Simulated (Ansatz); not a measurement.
# Gap against volume in glassy 71SiO2-29BaO (mol %) (65 atoms)

Density of this cell: 3.31 g/cm³. The cell holds 65 atoms: 17 Si, 7 Ba and 41 O. Its edges and angles: a = 10.347 Å, b = 10.267 Å, c = 9.923 Å, α = 88.1°, β = 87.4°, γ = 87.0°. The starting structure: 65 atoms (17 Si, 7 Ba, 41 O) placed at random at 3.34 g/cm³, melted at 4000 K for 10 ps at fixed volume with the Morse and Coulomb pair potential with partial charges (Pedone, Malavasi, Menziani, Cormack and Segre, J. Phys. Chem. B 110, 11780 (2006)). Quenched from 4000 K to 300 K at 100 K/ps and fixed volume, held 10 ps at zero pressure.

Calculated with Ansatz 0.2.0: Kohn-Sham DFT, PBE, PAW (set soft_2), plane waves; cutoff 420 eV, Γ point, fixed occupations. The relaxed cell was scaled evenly and the atoms were relaxed at each volume. The gap is that between the highest filled and the lowest empty Kohn-Sham level on the run's k-points.

```
volume (Å³/atom)  gap (eV)
          14.553               4.258
          15.199               4.224
          15.685               4.109
          16.170               4.019
          16.655                   ?
          17.140               3.811
```

**Question.** Fit a straight line in ln V to the rows given and interpolate to the withheld row.

**Working.**

A volume deformation potential makes the spacing linear in u = ln(V/V0), with V0 = 16.170 Å³ the relaxed volume; v is the spacing.

| u = ln(V/V0) | v (eV) |
| --- | --- |
| -0.105360 | 4.2577 |
| -0.0618754 | 4.2243 |
| -0.0304594 | 4.1092 |
| 0 | 4.0191 |
| 0.0582679 | 3.8107 |

With n = 5: mean u = -0.0278854, mean v = 4.08420, Σ(u − ū)² = 0.015364, Σ(u − ū)(v − v̄) = -0.043647. Slope b = -0.043647 / 0.015364 = -2.8408; intercept a = v̄ − b ū = 4.0050.

At the withheld volume u = 0.02956, and v = a + b u.

Prediction at 16.655: 3.921 eV. The run gave 3.918 eV, so the fit is high by 0.0033 eV (0.085 % of the value).

The slope, -2.84 eV, says that the spacing narrows on expansion. Among the rows given, the largest miss of the fit is at 14.553, by 0.047 eV (10 % of the range of the table).

Limits: The table spans 16 % in volume, wide for a linear law. Semilocal functionals tend to put gaps under measured ones. Only the Γ point is sampled. Atoms move by up to 0.9 Å in these relaxations, so the structure changes along the series. Defect or tail levels can set the spacing of a disordered cell. Spin–orbit coupling is left out, which matters for the levels of the heavy elements.

[Logs are printed without paths, hosts, clocks, repeated set-up lines and the standing remarks that a program may print on its own settings, such as how far it seeks lower states.]

[Hosts, paths, dates, database ids (printed as entryN), source tags and the programs' standing remarks are cut or masked in the printed files.]
